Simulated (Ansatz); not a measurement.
# What InF (model cell, started as CsCl type) distorts into, part 2 of 2

Aim: this structure of InF (model cell, started as CsCl type) is to be tested for unstable modes, and one is followed downhill.

Ansatz 0.2.0; DFT PBEsol, scalar-relativistic, plane waves, PAW.

So far, highest frequency on the path or at a solved wavevector (cm⁻¹): step 2 (response at finite wavevector) 233. Also lowest frequency on the path (cm⁻¹): step 2 -123.

The structure was built from a prototype and need not be the compound's stable phase.

## Step 5: Energy along the mode, all amplitudes (two of the runs are shown above)

An imaginary frequency means negative curvature, so the energy should fall and then rise again as anharmonic terms take over.

Numbers from this step:

* depth at the lowest point sampled: 33.99 meV/atom
* largest atomic shift at that point: 0.45 Å

The energy from the parent by largest atomic shift:

```csv
largest atomic shift (Å),energy from the parent (meV/atom)
0.000,0
0.040,-0.433
0.080,-1.72
0.140,-5.12
0.220,-12.0
0.320,-22.5
0.450,-34.0
0.600,-30.3
```

Displacement at unit largest shift by atom:

```csv
atom,x (Å),y (Å),z (Å),size
In1,0.000,-0.117,-0.117,0.165
F2,0.000,0.707,0.707,1.000
```

The lowest of the steps tried is at 0.45 Å, 34.0 meV/atom below the parent; the bottom of the well need not coincide with a step.

## Step 6: Relaxation from the frozen mode

Starting from the lowest point found, all atoms and the cell are let go, so that strain and other modes of the same symmetry can join in.

The input, input.yaml:

```yaml
crystal:
  lattice:
    - [3.271261715, 0.0, 0.0]
    - [0.0, 3.271261715, 0.0]
    - [0.0, 0.0, 3.271261715]
  atoms:
    - { symbol: In, position: [0.0, -0.0160949394, -0.0160949394] }
    - { symbol: F, position: [0.5, 0.5972707412, 0.5972707412] }
kpoints:
  mp_grid: { grid: [16, 16, 16] }
hamiltonian:
  xc: pbesol
scf:
  occupations: { method: methfessel_paxton, width: 0.2 }
output:
  forces: true
  stress: true
  eigenvalues: true
relax:
  adjacent_minimum: "off"
  f_tol: 0.002
  max_steps: 120
  cell: { stress_tol: 0.03 }
```

Run with:

```console
$ ansatz run input.yaml --threads 4 --pin off --max-ram 7168MiB --backend cpu --events-out ev --progress --plain --runs-dir out
```

Numbers of over 12 decimals in the logs are rounded to 6 here.

What it wrote:

```text
[...]
Crystal: 2 atoms, lattice volume = 35.006 Å³
Basis set: ecut = 420 eV, 691 PW (Γ), exchange–correlation on 48×48×48 points (8 copies of the dense FFT grid, shifted against one another)
Bands: 14, of which v1, the nominal top of the filled ones, is band 10 counted from 1 (9 counted from 0)
Symmetry: 4 space group operations
[...]
k-points: 657 of 4096 (time reversal used)
[...]
SCF iter   1: F=—  HF=-6325.973927 eV  |F-HF|=—  |Δ(HF+E_count)|=         —  Δρ=1.67e-2  dr2=7.17e-2  ethr=1.77e-3  ⟨swp⟩=5.0  Hψ=43427  notcnv=0
[...]
SCF iter   6: F=-6325.955194 eV  HF=-6325.955194 eV  |F-HF|=4.51e-9  |Δ(HF+E_count)|=   1.17e-7  S|Δr|=    0.00e0  Δρ=8.04e-6  dr2=1.38e-8  ethr=5.00e-10  ⟨swp⟩=5.1  Hψ=36928  notcnv=0
SCF 1 converged in 6 iterations: F = -6325.955194 eV  dr2 = 1.38e-8
[...]
relax step   1: F+E_penalty+E_count = -6325.95519389 eV  Δ(F+E_penalty+E_count) = +0.000e0 eV  max|allowed force component| = 6.810e-2 eV/Å  Δτ_max = 0.0000 Å  P = +2.452 GPa  Ω = 35.006 Å³  (6 SCF iters, dr2 threshold 1.00e-7 eV, accepted)
Crystal: 2 atoms, lattice volume = 39.022 Å³
Basis set: ecut = 420 eV, 749 PW (Γ), exchange–correlation on 48×48×48 points (8 copies of the dense FFT grid, shifted against one another)
[...]
SCF iter   6: F=-6325.969331 eV  HF=-6325.969331 eV  |F-HF|=3.64e-11  |Δ(HF+E_count)|=   2.35e-7  S|Δr|=    0.00e0  Δρ=1.02e-5  dr2=1.84e-8  ethr=1.00e-9  ⟨swp⟩=6.1  Hψ=46509  notcnv=0
SCF 2 converged in 6 iterations: F = -6325.969331 eV  dr2 = 1.84e-8
relax step   2: F+E_penalty+E_count = -6325.96933097 eV  Δ(F+E_penalty+E_count) = -1.414e-2 eV  max|allowed force component| = 1.453e-1 eV/Å  Δτ_max = 0.0712 Å  P = -1.840 GPa  Ω = 39.022 Å³  energy of the carried Pulay correction = -9.872e-3 eV  (6 SCF iters, dr2 threshold 2.00e-7 eV, accepted)
Crystal: 2 atoms, lattice volume = 38.276 Å³
Basis set: ecut = 420 eV, 741 PW (Γ), exchange–correlation on 48×48×48 points (8 copies of the dense FFT grid, shifted against one another)
[...]
SCF iter   5: F=-6325.979666 eV  HF=-6325.979666 eV  |F-HF|=3.51e-9  |Δ(HF+E_count)|=   6.86e-8  S|Δr|=    0.00e0  Δρ=7.88e-6  dr2=7.07e-9  ethr=1.00e-9  ⟨swp⟩=5.1  Hψ=43185  notcnv=0
SCF 3 converged in 5 iterations: F = -6325.979666 eV  dr2 = 7.07e-9
relax step   3: F+E_penalty+E_count = -6325.97966633 eV  Δ(F+E_penalty+E_count) = -1.034e-2 eV  max|allowed force component| = 9.853e-2 eV/Å  Δτ_max = 0.0093 Å  P = -0.836 GPa  Ω = 38.276 Å³  energy of the carried Pulay correction = -8.118e-3 eV  (5 SCF iters, dr2 threshold 2.00e-7 eV, accepted)
[... from here on, the SCF cycles and remarks between the steps are left out ...]
relax step   4: F+E_penalty+E_count = -6325.98595785 eV  Δ(F+E_penalty+E_count) = -6.292e-3 eV  max|allowed force component| = 2.201e-2 eV/Å  Δτ_max = 0.0328 Å  P = +0.094 GPa  Ω = 38.016 Å³  energy of the carried Pulay correction = -7.499e-3 eV  (5 SCF iters, dr2 threshold 2.00e-7 eV, accepted)
relax step   5: F+E_penalty+E_count = -6325.98691691 eV  Δ(F+E_penalty+E_count) = -9.591e-4 eV  max|allowed force component| = 7.117e-4 eV/Å  Δτ_max = 0.0137 Å  P = -0.011 GPa  Ω = 38.305 Å³  energy of the carried Pulay correction = -8.187e-3 eV  (5 SCF iters, dr2 threshold 2.00e-7 eV, accepted)
relax step   6: F+E_penalty+E_count = -6325.98694989 eV  Δ(F+E_penalty+E_count) = -3.298e-5 eV  max|allowed force component| = 6.560e-4 eV/Å  Δτ_max = 0.0017 Å  P = +0.011 GPa  Ω = 38.326 Å³  energy of the carried Pulay correction = -8.237e-3 eV  (4 SCF iters, dr2 threshold 3.59e-8 eV, accepted)
relax step   7: F+E_penalty+E_count = -6325.98691199 eV  Δ(F+E_penalty+E_count) = +3.790e-5 eV  max|allowed force component| = 2.308e-5 eV/Å  Δτ_max = 0.0011 Å  P = -0.000 GPa  Ω = 38.346 Å³  energy of the carried Pulay correction = -8.286e-3 eV  (5 SCF iters, dr2 threshold 3.41e-9 eV, accepted)
relax step   8: F+E_penalty+E_count = -6326.00195406 eV  Δ(F+E_penalty+E_count) = -1.504e-2 eV  max|allowed force component| = 7.799e-4 eV/Å  Δτ_max = 0.0000 Å  P = +0.624 GPa  Ω = 38.346 Å³  stress off target by 8.67e-1 GPa  SCF on the basis re-selected at this cell (its energy is not comparable with the rows above)  (8 SCF iters)
relax step   9: F+E_penalty+E_count = -6326.00246964 eV  Δ(F+E_penalty+E_count) = -5.156e-4 eV  max|allowed force component| = 1.030e-3 eV/Å  Δτ_max = 0.0136 Å  P = +0.260 GPa  Ω = 38.905 Å³  energy of the carried Pulay correction = -1.353e-3 eV  (5 SCF iters, dr2 threshold 2.00e-7 eV, accepted)
relax step  10: F+E_penalty+E_count = -6326.00153313 eV  Δ(F+E_penalty+E_count) = +9.365e-4 eV  max|allowed force component| = 9.428e-3 eV/Å  Δτ_max = 0.0079 Å  P = -0.079 GPa  Ω = 39.401 Å³  energy of the carried Pulay correction = -2.683e-3 eV  (5 SCF iters, dr2 threshold 2.00e-7 eV, accepted)
relax step  11: F+E_penalty+E_count = -6326.00147644 eV  Δ(F+E_penalty+E_count) = +5.669e-5 eV  max|allowed force component| = 3.186e-3 eV/Å  Δτ_max = 0.0043 Å  P = +0.019 GPa  Ω = 39.439 Å³  energy of the carried Pulay correction = -2.791e-3 eV  (4 SCF iters, dr2 threshold 6.79e-8 eV, accepted)
relax step  12: F+E_penalty+E_count = -6326.00149065 eV  Δ(F+E_penalty+E_count) = -1.421e-5 eV  max|allowed force component| = 1.537e-4 eV/Å  Δτ_max = 0.0011 Å  P = -0.001 GPa  Ω = 39.438 Å³  energy of the carried Pulay correction = -2.789e-3 eV  (4 SCF iters, dr2 threshold 4.47e-9 eV, accepted)
relax step  13: F+E_penalty+E_count = -6326.00444077 eV  Δ(F+E_penalty+E_count) = -2.950e-3 eV  max|allowed force component| = 4.296e-4 eV/Å  Δτ_max = 0.0000 Å  P = +0.037 GPa  Ω = 39.438 Å³  stress off target by 6.20e-2 GPa  SCF on the basis re-selected at this cell (its energy is not comparable with the rows above)  (6 SCF iters)
relax step  14: F+E_penalty+E_count = -6326.00430370 eV  Δ(F+E_penalty+E_count) = +1.371e-4 eV  max|allowed force component| = 1.509e-4 eV/Å  Δτ_max = 0.0020 Å  P = +0.003 GPa  Ω = 39.507 Å³  energy of the carried Pulay correction = -1.509e-4 eV  (5 SCF iters, dr2 threshold 9.61e-9 eV, accepted)
[...]
SCF iter   4: F=-6326.004462 eV  HF=-6326.004462 eV  |F-HF|=1.48e-10  |Δ(HF+E_count)|=   7.39e-9  S|Δr|=    0.00e0  Δρ=3.36e-7  dr2=4.95e-12  ethr=1.00e-12  ⟨swp⟩=4.5  Hψ=50264  notcnv=0
SCF 15 converged in 4 iterations: F = -6326.004462 eV  dr2 = 4.95e-12
relax step  15: F+E_penalty+E_count = -6326.00446185 eV  Δ(F+E_penalty+E_count) = -1.581e-4 eV  max|allowed force component| = 1.827e-4 eV/Å  Δτ_max = 0.0000 Å  P = +0.004 GPa  Ω = 39.507 Å³  stress off target by 1.23e-2 GPa  SCF on the basis re-selected at this cell (its energy is not comparable with the rows above)  (4 SCF iters)
[...]
SCF converged after 4 iterations
[...]
Free energy (F): -6326.004462 eV
[...]
Internal energy: -6326.004506 eV  (E = F + TS)
E sigma→0 (E₀):  -6326.004473 eV
Entropy (-TS):   0.000045 eV (0.022 meV/atom)
Fermi energy:    6.951230 eV
[...]
--- Forces (eV/Å), atoms counted from 1 ---
  atom   1  In    -0.00000000    -0.00018327    -0.00018327
  atom   2  F     -0.00000000     0.00018213     0.00018213
  max |Σ_I F_I| component: 1.14e-6 eV/Å
--- Stress (GPa, compression-positive) ---
        0.012256       0.000000       0.000000
        0.000000      -0.000297       0.003303
        0.000000       0.003303      -0.000297
  P = ⅓ Tr σ = 0.0039 GPa (0.039 kbar)
--- Band table (eV; the first three rows and the last of 657) ---
  k-point 0: bands = [... 6 lower, 0.8637, 1.9775, 2.6765, 2.6798, 13.0990, 13.8757, 14.3041, 17.2604]
  k-point 1: bands = [... 6 lower, 0.8400, 1.9872, 2.5950, 2.8125, 12.8865, 13.7779, 14.3182, 17.1322]
  k-point 2: bands = [... 6 lower, 0.7747, 2.0150, 2.5519, 3.0070, 12.1403, 13.8097, 14.3592, 17.1348]
  k-point 656: bands = [... 6 lower, 1.2969, 1.6996, 2.1965, 7.3397, 8.5102, 9.8602, 10.5399, 15.4345]
--- Relaxed structure (12 steps of the walk, 12 accepted, 3 SCFs on fresh bases) ---
  F+E_penalty+E_count = -6326.00446185 eV   max|allowed force component| = 1.827e-4 eV/Å   (the final SCF, on the basis selected at the relaxed cell)
  cell:  # Å, volume = 39.5068 Å³
    - [3.502567, 0, 0]
    - [0, 3.358480, 0.0037072]
    - [0, 0.0037072, 3.358480]
  atoms:
    - { symbol: In, position: [0.0, -0.048695, -0.048695] }
    - { symbol: F, position: [0.5, 0.629871, 0.629871] }
```

Run time: 1.8 min. Hardware: 4 threads of Arm Neoverse V2, shared host; peak memory 0.71 GiB; 7 min of CPU time.

Relaxation path:

```csv
step,energy less that of the first step (eV),largest force component (eV/Å),pressure (GPa),volume (Å³)
1,0.0000,0.0681,2.45,35.01
2,-0.0141,0.1453,-1.84,39.02
3,-0.0245,0.0985,-0.84,38.28
4,-0.0308,0.0220,0.09,38.02
5,-0.0317,0.0007,-0.01,38.30
6,-0.0318,0.0007,0.01,38.33
7,-0.0317,0.0000,0.00,38.35
8*,-0.0468,0.0008,0.62,38.35
9,-0.0473,0.0010,0.26,38.90
10,-0.0463,0.0094,-0.08,39.40
11,-0.0463,0.0032,0.02,39.44
12,-0.0463,0.0002,0.00,39.44
13*,-0.0492,0.0004,0.04,39.44
14,-0.0491,0.0002,0.00,39.51
15*,-0.0493,0.0002,0.00,39.51
```

Relaxation steps marked * repeat the geometry before them on a plane-wave basis chosen anew for their cell, so energy and pressure can jump there.

The run keeps the 4 symmetry operations that it works with, so distortions that break them were not tested.

```csv
"conventional cell, symmetrised",before,after,change
a (Å),3.271,3.503,+7.1 %
b (Å),4.626,4.744,+2.6 %
c (Å),4.626,4.755,+2.8 %
volume (Å³/atom),17.50,19.75,+12.9 %
```

The atoms that moved most (Å, as changes of fractional coordinates times the final cell):

```csv
atom,dx,dy,dz,length
In1,0.000,-0.110,-0.110,0.155
F2,0.000,0.110,0.110,0.155
```

The relaxed structure:

```xyz
2
Lattice="3.5026 0.0000 0.0000 0.0000 3.3585 0.0037 0.0000 0.0037 3.3585" Properties=species:S:1:pos:R:3 pbc="T T T"
In    0.0000   -0.1637   -0.1637
F     1.7513    2.1177    2.1177
```

Numbers from this step:

- pressure: 0.003887 GPa
- volume per atom: 19.75 Å³

The distorted start has space group Amm2; the relaxation ends in Amm2.

## Step 7: The new phase in its own primitive cell

The relaxed structure is symmetrised, reduced to its primitive cell and relaxed tightly, as its phonons need.

input.yaml, the sections that differ from step 6:

```yaml
crystal:
  lattice:
    - [3.5025668651, 0.0, 0.0]
    - [0.0, 2.3721827149, 2.3774254933]
    - [0.0, -2.3721827149, 2.3774254933]
  atoms:
    - { symbol: In, position: [0.0, 0.9513046036, 0.9513046036] }
    - { symbol: F, position: [0.5, 0.6298711982, 0.6298711982] }
kpoints:
  mp_grid: { grid: [12, 12, 12] }
relax:
  adjacent_minimum: "off"
  f_tol: 0.001
  max_steps: 60
  cell: { stress_tol: 0.01 }
# hamiltonian, scf, output: as in step 6
```

What it wrote:

```text
[...]
Crystal: 2 atoms, lattice volume = 39.507 Å³
Basis set: ecut = 420 eV, 755 PW (Γ), exchange–correlation on 48×48×48 points (8 copies of the dense FFT grid, shifted against one another)
Bands: 14, of which v1, the nominal top of the filled ones, is band 10 counted from 1 (9 counted from 0)
Symmetry: 4 space group operations
[...]
k-points: 301 of 1728 (time reversal used)
[...]
k-point 300: bands = [... 6 lower, 1.2928, 1.6956, 2.1941, 7.3339, 8.5092, 9.8538, 10.5465, 15.4220]
--- Relaxed structure (3 steps of the walk, 3 accepted, 1 SCFs on fresh bases) ---
[...]
cell:  # Å, volume = 39.5178 Å³
    - [3.504597, 0.0, 0.0]
    - [0.0, 2.370773, 2.378126]
    - [0.0, -2.370773, 2.378126]
  atoms:
    - { symbol: In, position: [0.0, 0.951107, 0.951107] }
    - { symbol: F, position: [0.500000, 0.630069, 0.630069] }
[key lines of the parts left out:]
SCF converged after 5 iterations
Free energy (F): -6326.004515 eV
Fermi energy:    6.894217 eV
P = ⅓ Tr σ = -0.0015 GPa (-0.015 kbar)
```

Run time: 13 s. Hardware: 4 threads; peak memory 0.5 GiB.

Little changed from the start: no atom moved by 0.005 Å and no cell edge by 0.1 %.

Numbers from this step:

```
pressure        : -0.001528 GPa
volume per atom : 19.76 Å³
```

The largest force component left is 0.050 meV/Å and the pressure is -0.002 GPa, within the tolerances set. The cell now holds 19.76 Å³/atom.

## Step 8: Modes of the new phase, k-mesh 12×12×12

A relaxed structure may still be a saddle point, so its zone-centre modes are computed. No field response is asked, since the mesh shows no gap.

input.yaml, the sections that differ from step 7:

```yaml
crystal:
  lattice:
    - [3.5045969273, 0.0, 0.0]
    - [0.0, 2.3707732311, 2.3781263702]
    - [0.0, -2.3707732311, 2.3781263702]
  atoms:
    - { symbol: In, position: [0.0, 0.9511072869, 0.9511072869] }
    - { symbol: F, position: [0.5, 0.6300685149, 0.6300685149] }
output:
  eigenvalues: true
phonons:
  method: dfpt
# kpoints, hamiltonian, scf: as in step 7
# relax: removed
```

What it wrote:

```text
zone centre: on kpoints.mp_grid the ground state, and the responses unless they are solved on pairs of k-points, stand on 301 of the mesh's 1728 k-points, reduced under 4 symmetry operations, with k and −k counted as one. Each operation leaves every solved displacement unchanged or reverses it
[...]
Crystal: 2 atoms, lattice volume = 39.518 Å³
Basis set: ecut = 420 eV, 755 PW (Γ), exchange–correlation on 48×48×48 points (8 copies of the dense FFT grid, shifted against one another)
Bands: 14, of which v1, the nominal top of the filled ones, is band 10 counted from 1 (9 counted from 0)
Symmetry: 4 space group operations
k-points: 301 of 1728 (time reversal used)
[...]
SCF iter   1: F=—  HF=-6326.022033 eV  |F-HF|=—  |Δ(HF+E_count)|=         —  Δρ=1.52e-2  dr2=6.73e-2  ethr=1.77e-3  ⟨swp⟩=5.0  Hψ=21065  notcnv=0
[...]
SCF iter   9: F=-6326.004515 eV  HF=-6326.004515 eV  |F-HF|=0.00e0  |Δ(HF+E_count)|=  1.82e-11  S|Δr|=    0.00e0  Δρ=6.43e-8  dr2=8.66e-13  ethr=1.00e-12  ⟨swp⟩=6.0  Hψ=18339  notcnv=0
SCF 1 converged in 9 iterations: F = -6326.004515 eV  dr2 = 8.66e-13
[...]
DFPT response loops at Γ: preconditioner auto → Kerker (q_TF=auto, 2.436 Å⁻¹) (partly filled bands, converged f_vac=0.005); β = 1.00, the filter's whole step (`scf.mixing.beta` (0.50) is not read by the response loops under this deck's `scf.mixing.preconditioner`; to damp them name `kerker` or `kerker_dos`, under which they read `scf.mixing.beta`, and type it under 1.00, their step now; both keys bind the ground state too); Broyden in place of MSR1
SCF converged after 9 iterations
[...]
Free energy (F): -6326.004515 eV
[...]
Internal energy: -6326.004178 eV  (E = F + TS)
E sigma→0 (E₀):  -6326.004431 eV
Entropy (-TS):   -0.000336 eV (-0.168 meV/atom)
Fermi energy:    6.894217 eV
[...]
--- Band table (eV; the first three rows and the last of 301) ---
  k-point 0: bands = [... 6 lower, 0.8616, 1.9719, 2.6742, 2.6783, 13.0978, 13.8700, 14.2922, 17.2598]
  k-point 1: bands = [... 6 lower, 0.8204, 1.9890, 2.5749, 2.8681, 12.6907, 13.7564, 14.3172, 17.1108]
  k-point 2: bands = [... 6 lower, 0.7135, 2.0363, 2.5375, 3.1710, 11.4627, 13.9369, 14.3874, 17.2147]
  k-point 300: bands = [... 6 lower, 1.2928, 1.6956, 2.1941, 7.3339, 8.5092, 9.8538, 10.5465, 15.4220]
--- Phonons (Γ-DFPT): 6 representative perturbations + reference, on 301 of 1728 k-points (Σ response iterations 21) ---
  k mesh reduced under 4 symmetry operations, with k and −k counted as one. Each operation leaves every solved displacement unchanged or reverses it
  ASR residual: 4.604e-5 → 0.000e0 eV/Å²; symmetrization residual: 3.491e-6 eV/Å²
  ASR residual per site (eV/Å²): 3.45e-5 4.60e-5
  Γ frequencies (cm⁻¹): 0.00 0.00 0.00 49.46 128.14 192.84
  non-analytic LO–TO correction: not included (Born effective charges unavailable; polar crystals: no LO–TO splitting at Γ)
```

Elapsed: 20 s, on 4 threads; peak memory 0.75 GiB.

Numbers from this step:

```
sum-rule residual before enforcement                    : 4.60e-5 eV/Å²
point group                                             : mm2
highest optical mode at the zone centre (no LO-TO term) : 192.8 cm⁻¹
lowest optical zone-centre mode                         : 49.46 cm⁻¹
```

Patterns of degenerate modes are one choice out of their space. The modes at Γ (shares of kinetic energy by element, %):

```csv
mode,frequency (cm⁻¹),symmetry,In %,F %
1,0.0,acoustic,86,14
2,0.0,acoustic,86,14
3,0.0,acoustic,86,14
4,49.5,B2,14,86
5,128.1,B1,14,86
6,192.8,A1,14,86
```

Displacements in mode 4 (49.5 cm⁻¹), the largest set to 1:
```
In1  0.00 -0.17  0.00
F2   0.00  1.00  0.00
```

Displacements in mode 6 (192.8 cm⁻¹), the largest set to 1:
```
In1  0.00  0.00 -0.17
F2   0.00  0.00  1.00
```

Before it was imposed, the acoustic sum rule was missed by 4.6e-5 eV/Å². Small misses are needed for a sound result but don't prove that mesh and cutoff are converged. The lowest optical mode is real, 49.5 cm⁻¹.

## Step 9: Summary of results

```
unstable mode of the parent                                                      : q = (0, 0, 0), 115i cm⁻¹
depth at the lowest point sampled                                                : 34.0 meV/atom
largest atomic shift at that point                                               : 0.45 Å
space group reached (within 0.01 Å)                                              : Amm2
energy gained over the parent (first relaxation, on the mesh of the frozen mode) : 58.6 meV/atom
volume per atom, phase reached                                                   : 19.8 Å³
lowest optical zone-centre mode, phase reached                                   : 49.5 cm⁻¹
highest optical mode at the zone centre (no LO-TO term), phase reached           : 193 cm⁻¹
```

In words: Along this mode the structure falls into Amm2, 58.6 meV/atom below the parent. At the parent's cell the well is 33.99 meV/atom deep on the steps tried, with its lowest point at a shift of 0.45 Å. Relaxing atoms and cell changes the gain by +24.61 meV/atom against the lowest step (energies at zero smearing). The new phase has no imaginary mode at the zone centre of its cell; other wavevectors were not checked. Of the 4 patterns followed to their end from this parent, this one ends 46.7 meV/atom above the lowest, P4/mmm. Each path keeps the symmetry of its pattern, so a lower phase may lie along a pattern not tried. With no gap, or one that is small against the smearing, the frequencies hang on the k mesh and the smearing, most of all near Kohn anomalies. A semilocal functional can close a gap that the real compound would have, so the metallic treatment may be an artefact of the level. A phonon run warned that its eigensolver left some bands unconverged in a pass. The starting cell was built on a prototype and not taken from a measurement, so the phase need not exist.

[Logs are printed without paths, hosts, clocks, repeated set-up lines and the standing remarks that a program may print on its own settings, such as how far it seeks lower states.]

[Hosts, paths, dates, database ids (printed as entryN), source tags and the programs' standing remarks are cut or masked in the printed files.]
